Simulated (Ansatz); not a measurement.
## Band gap of MgO (Periclase) from density functionals to GW

Aim: the gap of MgO (Periclase) at several levels of theory on one structure, with the time that each takes.

Program: Ansatz 0.2.0. Level of theory: density functionals, hybrids and G0W0, plane waves, PAW. Results are calculated unless marked as measured.

Report form: the programs' logs are mostly left out.

The database entry behind the starting cell differs from later determinations by our own check (about 0.1 % long), so it need not match the best structure at ambient conditions.

In doubt: masses and optical values from hybrid runs of this build are listed as unsure (step 9), which bears on the screening that GW takes from such a start.

## (1) The structure

The structure is cubic, space group Fm-3m (No. 225). The conventional cell has a = 4.217 Å, b = 4.217 Å, c = 4.217 Å, α = 90.00°, β = 90.00°, γ = 90.00°. Mg has 6 O at 2.11 Å nearest. O has 6 Mg at 2.11 Å nearest. Farther neighbours and most contacts between anions are not listed.

Coordinates:

```cif
data_structure
_symmetry_space_group_name_H-M 'Fm-3m'
_symmetry_Int_Tables_number 225
_cell_length_a 4.2170
_cell_length_b 4.2170
_cell_length_c 4.2170
_cell_angle_alpha 90.000
_cell_angle_beta 90.000
_cell_angle_gamma 90.000
_cell_volume 74.99
loop_
_atom_site_label
_atom_site_type_symbol
_atom_site_symmetry_multiplicity
_atom_site_Wyckoff_symbol
_atom_site_fract_x
_atom_site_fract_y
_atom_site_fract_z
_atom_site_occupancy
Mg1 Mg 4 a 0.00000 0.00000 0.00000 1
O1 O 4 b 0.50000 0.00000 0.00000 1
```

The cell and positions come from the Crystallography Open Database and are kept as given unless a step says otherwise. The default PAW set here is soft_2. Its files were made with PBE.

## (2) LDA on the 10×10×10 mesh

This step: DFT, LDA, plane waves, PAW.

Input file input.yaml:

```yaml
crystal:
  lattice:
    - [0.0, 2.1085, 2.1085]
    - [2.1085, 0.0, 2.1085]
    - [2.1085, 2.1085, 0.0]
  atoms:
    - { symbol: Mg, position: [0.0, 0.0, 0.0] }
    - { symbol: O, position: [0.5, 0.5, 0.5] }
kpoints:
  mp_grid: { grid: [10, 10, 10] }
  band_path:
    path:
      - [0.0, 0.0, 0.0]
      - [0.5, 0.0, 0.5]
      - [0.625, 0.25, 0.625]
      - [0.375, 0.375, 0.75]
      - [0.5, 0.5, 0.5]
      - [0.5, 0.25, 0.75]
    npoints: 1
hamiltonian:
  xc: lda
scf:
  occupations: { method: fixed }
  n_extra_bands: 4
output:
  eigenvalues: true
  write_density: true
  write_potential: true
  elf: true
  volumetric_format: npy
```

On the command line:

```bash
$ ansatz run input.yaml --threads 3 --pin off --max-ram 92160MiB --backend cuda --events-out ev --progress --plain --runs-dir out --devices 1 --max-vram 13GiB  # rebuilt from the run's record
```

Run time: 2.2 s. Hardware: 1 × NVIDIA H100 80GB HBM3 (shared by 6 runs) with 3 threads of AMD EPYC 7R13 (Zen 3), shared host; peak memory 0.83 GiB.

Numbers from this step:

| Item | Value |
| --- | --- |
| gap | 4.623 eV |
| valence top at | Γ |
| conduction bottom at | Γ |
| least direct gap | 4.623 eV |

Over mesh and listed points the gap is 4.623 eV, direct, at k = Γ.

## (3) PBE on the 10×10×10 mesh

Levels along a band path and on the mesh show where this functional puts the band edges.

This step: DFT, PBE, plane waves, PAW.

input.yaml, the sections that differ from step 2:

```yaml
kpoints:
  mp_grid: { grid: [10, 10, 10] }
  band_path:
    path:
      - [[0.0, 0.0, 0.0], [0.5, 0.0, 0.5], [0.625, 0.25, 0.625]]
      - [[0.375, 0.375, 0.75], [0.0, 0.0, 0.0], [0.5, 0.5, 0.5], [0.5, 0.25, 0.75], [0.5, 0.0, 0.5]]
    npoints: 10
hamiltonian:
  xc: pbe
scf:
  occupations: { method: fermi_dirac, width: 0.02 }
  n_extra_bands: 4
# crystal, output: as in step 2
```

Elapsed: 4.2 s, on 1 × NVIDIA H100 80GB HBM3 (shared by 6 runs) with 3 threads; peak memory 0.87 GiB; 3.3 s of CPU time.

This step gave:

```
filled bands         : 8
gap                  : 4.709 eV
valence top at       : Γ
conduction bottom at : Γ
least direct gap     : 4.709 eV
```

Over mesh and path the gap is 4.709 eV, direct, at k = Γ. PBE against LDA: 4.709 − 4.623 = +0.086 eV, with the same mesh, files and cutoff, and both edges at the same k points.

## (4) r2SCAN on the 10×10×10 mesh

r2SCAN is a meta-GGA: it depends on the kinetic-energy density as well as on the density and its gradient.

This step: DFT, r2SCAN, plane waves, PAW.

input.yaml, the sections that differ from step 3:

```yaml
kpoints:
  mp_grid: { grid: [10, 10, 10] }
  band_path:
    path:
      - [0.0, 0.0, 0.0]
      - [0.5, 0.0, 0.5]
      - [0.625, 0.25, 0.625]
      - [0.375, 0.375, 0.75]
      - [0.5, 0.5, 0.5]
      - [0.5, 0.25, 0.75]
    npoints: 1
hamiltonian:
  xc: r2scan
scf:
  occupations: { method: fixed }
  n_extra_bands: 4
# crystal, output: as in step 3
```

It took 2.2 s on 1 × NVIDIA H100 80GB HBM3 (shared by 6 runs) with 3 threads; peak memory 0.88 GiB; 2.8 s of CPU time.

This step gave:

```yaml
gap: 5.593 eV
valence_top_at: Γ
conduction_bottom_at: Γ
least_direct_gap: 5.593 eV
```

Over mesh and listed points the gap is 5.593 eV, direct, at k = Γ. r2SCAN against PBE: 5.593 − 4.709 = +0.884 eV. The runs also differ in plane-wave cutoff (420 eV and 500 eV), so how much of this comes from the functional alone is not known.

## (5) HSE06 on the 6×6×6 mesh

HSE06 mixes in a quarter of exact exchange at short range.

This step: DFT, HSE06, plane waves, PAW.

input.yaml, the sections that differ from step 4:

```yaml
kpoints:
  mp_grid: { grid: [6, 6, 6] }
  band_path:
    path:
      - [0.0, 0.0, 0.0]
      - [0.5, 0.0, 0.5]
      - [0.625, 0.25, 0.625]
      - [0.375, 0.375, 0.75]
      - [0.5, 0.5, 0.5]
      - [0.5, 0.25, 0.75]
    npoints: 1
hamiltonian:
  xc: hse06
output:
  eigenvalues: true
# crystal, scf: as in step 4
```

The job ended after 8.1 s (1 × NVIDIA H100 80GB HBM3 (shared by 6 runs) with 3 threads; peak memory 1 GiB; 9 s of CPU time).

This step gave:

```yaml
gap: 6.446 eV
valence_top_at: Γ
conduction_bottom_at: Γ
least_direct_gap: 6.446 eV
exact_exchange_fraction: 0.25
```

Over mesh and listed points the gap is 6.446 eV, direct, at k = Γ. HSE06 against PBE: 6.446 − 4.709 = +1.737 eV. The runs also differ in mesh (10×10×10 and 6×6×6), so how much of this comes from the functional alone is not known.

## (6) PBE0 on the 6×6×6 mesh

PBE0 mixes in a quarter of exact exchange at all distances.

This step: DFT, PBE0, plane waves, PAW.

Changes to input.yaml since step 5:

```diff
@@ -20,3 +20,3 @@
 hamiltonian:
-  xc: hse06
+  xc: pbe0
 scf:
```

The job ended after 7.7 s (1 × NVIDIA H100 80GB HBM3 (shared by 6 runs) with 3 threads; peak memory 1 GiB; 10 s of CPU time).

This step gave:

```yaml
gap: 7.187 eV
valence_top_at: k = Γ
conduction_bottom_at: Γ
least_direct_gap: 7.187 eV
exact_exchange_fraction: 0.25
```

Over mesh and listed points the gap is 7.187 eV, direct, at k = Γ. PBE0 against HSE06: 7.187 − 6.446 = +0.741 eV, with the same mesh, files and cutoff, and both edges at the same k points.

## (7) DDH-PBE0 on the 6×6×6 mesh

The input asks for a share of exact exchange of one over the crystal's ε∞, which the program works out first.

This step: DFT, dielectric-dependent PBE0 (fraction 1/eps_inf of PBE), plane waves, PAW.

Changes to input.yaml since step 6:

```diff
@@ -8,2 +8,3 @@
     - { symbol: O, position: [0.5, 0.5, 0.5] }
+  host: atoms
 kpoints:
@@ -20,3 +21,6 @@
 hamiltonian:
-  xc: pbe0
+  xc:
+    exchange: pbe
+    correlation: pbe
+    exx: { coeff: inverse_dielectric }
 scf:
```

Run time: 16 s. Hardware: 1 × NVIDIA H100 80GB HBM3 (shared by 6 runs) with 3 threads; peak memory 1.1 GiB; 16 s of CPU time.

Numbers from this step:

- gap: 7.816 eV
- valence top at: Γ
- conduction bottom at: Γ
- least direct gap: 7.816 eV
- exact-exchange fraction: 0.3117

Over mesh and listed points the gap is 7.816 eV, direct, at k = Γ. DDH-PBE0 against PBE0: 7.816 − 7.187 = +0.629 eV, with the same mesh, files and cutoff, and both edges at the same k points.

## (8) G0W0@PBE, 6×6×6 mesh, 120 empty bands, screening to 200 eV

G0W0 replaces the xc potential by a self-energy built once from the orbitals of the start. Levels are corrected in the window of bands that the input names, at points of the mesh.

This step: G0W0 on PBE, plane waves, PAW.

Input file input.yaml:

```yaml
crystal:
  lattice:
    - [0.0, 2.1085, 2.1085]
    - [2.1085, 0.0, 2.1085]
    - [2.1085, 2.1085, 0.0]
  atoms:
    - { symbol: Mg, position: [0.0, 0.0, 0.0] }
    - { symbol: O, position: [0.5, 0.5, 0.5] }
kpoints:
  mp_grid: { grid: [6, 6, 6] }
hamiltonian:
  xc: pbe
scf:
  occupations: { method: fixed }
gw:
  n_empty_bands: 120
  ecut_chi: 200.0
  qp_bands: [v2, c2]
  qp_kpoints: band_edges
  screening: { model: contour_deformation }
```

The job ended after 9.9 s (1 × NVIDIA H100 80GB HBM3 (shared by 6 runs) with 3 threads; peak memory 1 GiB).

This step gave:

```yaml
bands_summed: 128
rpa_eps_infinity_on_this_mesh_eigenvalues: 3.058, 3.058, 3.058
plane_waves_in_the_screening_matrix: 113
g0w0_gap_over_the_corrected_points: 7.215 eV
k_of_the_valence_top: 0, 0, 0
k_of_the_conduction_bottom: 0, 0, 0
starting_gap_on_the_mesh: 4.709 eV
z_at_the_valence_top: 0.7875
z_at_the_conduction_bottom: 0.8449
least_direct_g0w0_gap_over_the_corrected_points: 7.215 eV
```

Over 8 of 16 irreducible mesh points the G0W0 gap is 7.215 eV, direct, at k = Γ. The PBE gap of this run on the mesh is 4.709 eV. The two states that bound the G0W0 gap lie that far apart at the start, so the correction of the gap is 7.215 − 4.709 = +2.506 eV.

## (9) G0W0@HSE06, 6×6×6 mesh, 55 empty bands, screening to 120 eV

This step: G0W0 on HSE06, plane waves, PAW.

Changes to input.yaml since step 8:

```diff
@@ -11,3 +11,3 @@
 hamiltonian:
-  xc: pbe
+  xc: hse06
 scf:
@@ -15,4 +15,4 @@
 gw:
-  n_empty_bands: 120
-  ecut_chi: 200.0
+  n_empty_bands: 55
+  ecut_chi: 120
   qp_bands: [v2, c2]
```

The job ended after 14 s (1 × NVIDIA H100 80GB HBM3 (shared by 6 runs) with 3 threads; peak memory 1.1 GiB; 19 s of CPU time).

This step gave:

```
bands summed                                    : 63
RPA ε∞ on this mesh (eigenvalues)               : 2.646, 2.646, 2.646
plane waves in the screening matrix             : 59
G0W0 gap over the corrected points              : 7.866 eV
k of the valence top                            : 0, 0, 0
k of the conduction bottom                      : 0, 0, 0
starting gap on the mesh                        : 6.446 eV
Z at the valence top                            : 0.8205
Z at the conduction bottom                      : 0.8695
least direct G0W0 gap over the corrected points : 7.866 eV
```

Over 8 of 16 irreducible mesh points the G0W0 gap is 7.866 eV, direct, at k = Γ. The HSE06 gap of this run on the mesh is 6.446 eV. The two states that bound the G0W0 gap lie that far apart at the start, so the correction of the gap is 7.866 − 6.446 = +1.420 eV. G0W0@HSE06 against G0W0@PBE with 63 bands (a further run, in the table below): 7.866 − 7.016 = +0.850 eV, with the same mesh, files and cutoffs, and both edges at the same k points.

## (10) G0W0@LDA, 6×6×6 mesh, 55 empty bands, screening to 120 eV

This step: G0W0 on LDA, plane waves, PAW.

Changes to input.yaml since step 9:

```diff
@@ -11,3 +11,3 @@
 hamiltonian:
-  xc: hse06
+  xc: lda
 scf:
```

It took 9.5 s on 1 × NVIDIA H100 80GB HBM3 (shared by 6 runs) with 3 threads; peak memory 0.96 GiB.

Numbers from this step:

- bands summed: 63
- RPA ε∞ on this mesh (eigenvalues): 3.144, 3.144, 3.144
- plane waves in the screening matrix: 59
- G0W0 gap over the corrected points: 7.039 eV
- k of the valence top: 0, 0, 0
- k of the conduction bottom: 0, 0, 0
- starting gap on the mesh: 4.622 eV
- Z at the valence top: 0.7886
- Z at the conduction bottom: 0.8442
- least direct G0W0 gap over the corrected points: 7.039 eV

Over 8 of 16 irreducible mesh points the G0W0 gap is 7.039 eV, direct, at k = Γ. The LDA gap of this run on the mesh is 4.622 eV. The two states that bound the G0W0 gap lie that far apart at the start, so the correction of the gap is 7.039 − 4.622 = +2.417 eV. G0W0@LDA against G0W0@HSE06 with 63 bands: 7.039 − 7.866 = −0.827 eV, with the same mesh, files and cutoffs, and both edges at the same k points.

## (11) All levels together

Each gap is the least one over the points named; times are wall times on shared hosts, not benchmarks. A G0W0 time includes the run's own self-consistent start. Runs with listed points see these and the mesh alone, so an edge that moves elsewhere is missed. Rows marked * are further runs, not shown as steps, whose inputs differ from the G0W0 step on the same start in the columns given; solver thresholds can differ too.

```
     level      mesh       files, cutoff  bands summed, screening                           points  gap (eV)  valence top  conduction bottom  least direct gap (eV)   time
       LDA  10×10×10  soft_2 PAW, 420 eV                        -           mesh and listed points     4.623            Γ                  Γ                  4.623  2.2 s
       PBE  10×10×10  soft_2 PAW, 420 eV                        -                    mesh and path     4.709            Γ                  Γ                  4.709  4.2 s
    r2SCAN  10×10×10  soft_2 PAW, 500 eV                        -           mesh and listed points     5.593            Γ                  Γ                  5.593  2.2 s
     HSE06     6×6×6  soft_2 PAW, 420 eV                        -           mesh and listed points     6.446            Γ                  Γ                  6.446  8.1 s
      PBE0     6×6×6  soft_2 PAW, 420 eV                        -           mesh and listed points     7.187            Γ                  Γ                  7.187  7.7 s
  DDH-PBE0     6×6×6  soft_2 PAW, 420 eV                        -           mesh and listed points     7.816            Γ                  Γ                  7.816   16 s
 G0W0@PBE*     6×6×6  soft_2 PAW, 420 eV                27, 60 eV  8 of 16 irreducible mesh points     6.801            Γ                  Γ                  6.801  9.2 s
 G0W0@PBE*     6×6×6  soft_2 PAW, 420 eV               63, 120 eV  8 of 16 irreducible mesh points     7.016            Γ                  Γ                  7.016  8.6 s
  G0W0@PBE     6×6×6  soft_2 PAW, 420 eV              128, 200 eV  8 of 16 irreducible mesh points     7.215            Γ                  Γ                  7.215  9.9 s
 G0W0@PBE*     4×4×4  soft_2 PAW, 420 eV               63, 120 eV   5 of 8 irreducible mesh points     7.001            Γ                  Γ                  7.001  3.3 s
G0W0@HSE06     6×6×6  soft_2 PAW, 420 eV               63, 120 eV  8 of 16 irreducible mesh points     7.866            Γ                  Γ                  7.866   14 s
  G0W0@LDA     6×6×6  soft_2 PAW, 420 eV               63, 120 eV  8 of 16 irreducible mesh points     7.039            Γ                  Γ                  7.039  9.5 s
```

## (12) What came out

| Property | Result |
| --- | --- |
| LDA, over mesh and listed points | 4.623 eV |
| PBE, over mesh and path | 4.709 eV |
| r2SCAN, over mesh and listed points | 5.593 eV |
| HSE06, over mesh and listed points | 6.446 eV |
| PBE0, over mesh and listed points | 7.187 eV |
| DDH-PBE0, over mesh and listed points | 7.816 eV |
| G0W0@PBE (128 bands, 6×6×6), over 8 of 16 irreducible mesh points | 7.215 eV |
| G0W0@HSE06, over 8 of 16 irreducible mesh points | 7.866 eV |
| G0W0@LDA, over 8 of 16 irreducible mesh points | 7.039 eV |
| known limits | finite bands, screening cutoff and k mesh; no spin-orbit coupling in G0W0 |

In words: The rows run from 4.623 eV (LDA) to 7.866 eV (G0W0@HSE06). They differ in mesh, plane-wave cutoff, bands and screening cutoff of G0W0 and the points over which the gap was sought as well as in level, so only pairs that share these are like for like. PBE against LDA: 4.709 − 4.623 = +0.086 eV, with the same mesh, files and cutoff, and both edges at the same k points. PBE0 against HSE06: 7.187 − 6.446 = +0.741 eV, with the same mesh, files and cutoff, and both edges at the same k points. DDH-PBE0 against PBE0: 7.816 − 7.187 = +0.629 eV, with the same mesh, files and cutoff, and both edges at the same k points. G0W0@HSE06 against G0W0@PBE with 63 bands: 7.866 − 7.016 = +0.850 eV, with the same mesh, files and cutoffs, and both edges at the same k points. G0W0@LDA against G0W0@HSE06 with 63 bands: 7.039 − 7.866 = −0.827 eV, with the same mesh, files and cutoffs, and both edges at the same k points. The dielectric-dependent hybrid took 0.312 of exact exchange, against 0.25 in PBE0. G0W0@PBE (128 bands, 6×6×6) moves the gap of its own start on the mesh by 7.215 − 4.709 = +2.506 eV, between the same two levels. Both edges that PBE shows over mesh and path lie at k points where levels were corrected. Levels at other points were not corrected, so a lower G0W0 gap elsewhere in the zone is not ruled out. G0W0@HSE06 moves the gap of its own start on the mesh by 7.866 − 6.446 = +1.420 eV, between the same two levels. Both edges that HSE06 shows over mesh and listed points lie at k points where levels were corrected. Levels at other points were not corrected, so a lower G0W0 gap elsewhere in the zone is not ruled out. G0W0@LDA moves the gap of its own start on the mesh by 7.039 − 4.622 = +2.417 eV, between the same two levels. Both edges that LDA shows over mesh and listed points lie at k points where levels were corrected. Levels at other points were not corrected, so a lower G0W0 gap elsewhere in the zone is not ruled out. For G0W0@PBE: from 27 bands and 60 eV to 128 bands and 200 eV the gap moves by 7.215 − 6.801 = +0.414 eV (rung by rung 6.801, 7.016, 7.215 eV); bands and screening cutoff rise together, so their parts are not told apart. A line in one over the bands through the two highest rungs gives 7.215 + (7.215 − 7.016) × 63 / (128 − 63) = 7.408 eV, and through the pair below 7.016 + (7.016 − 6.801) × 27 / (63 − 27) = 7.177 eV. The two differ by 0.231 eV, not under the 0.030 eV asked, so the law does not hold well over these rungs and the limit is not known. The other G0W0 rows are shown at one basis each (63 bands), so their distance from the limit is not known here. With the 4×4×4 mesh in place of the 6×6×6 mesh and all else as in the G0W0@PBE row with 63 bands, the gap differs by 7.001 − 7.016 = −0.015 eV, and that of the start by 4.701 − 4.709 = −0.008 eV. The G0W0 runs are scalar-relativistic. G0W0@PBE runs of this series with other atomic data on the same mesh, not shown as steps, give 7.023 eV (hard PAW, 930 eV, 63 bands, screening to 120 eV; the table's row with the same empty bands and screening cutoff has 7.016 eV); where bands and cutoffs differ too, the part of the files is not isolated.

[Paths, hosts, dates, memory and timing lines, banners, echoed tables and standing remarks are left out of the program output.]

[Logs are printed without paths, hosts, clocks, repeated set-up lines and the standing remarks that a program may print on its own settings, such as how far it seeks lower states.]

[Runs of the session that timed out or met a known fault of the program may be left out.]

[Cells called generated may have been cut or substituted from an entry of the Crystallography Open Database or the Materials Project.]

[Hosts, paths, dates, database ids (printed as entryN), source tags and the programs' standing remarks are cut or masked in the printed files.]

[Where an RPA ε∞ is given, it is that of the G0W0 mesh and is not shown converged in it. Names of k-points follow the symmetry that the program found, which can be lower than the space group named. Band edges on a path are those of the sampled points; other points can move an edge, and change direct to indirect where valleys lie close.]

[Hybrid gaps are those of their k-mesh and are not shown converged in it.]
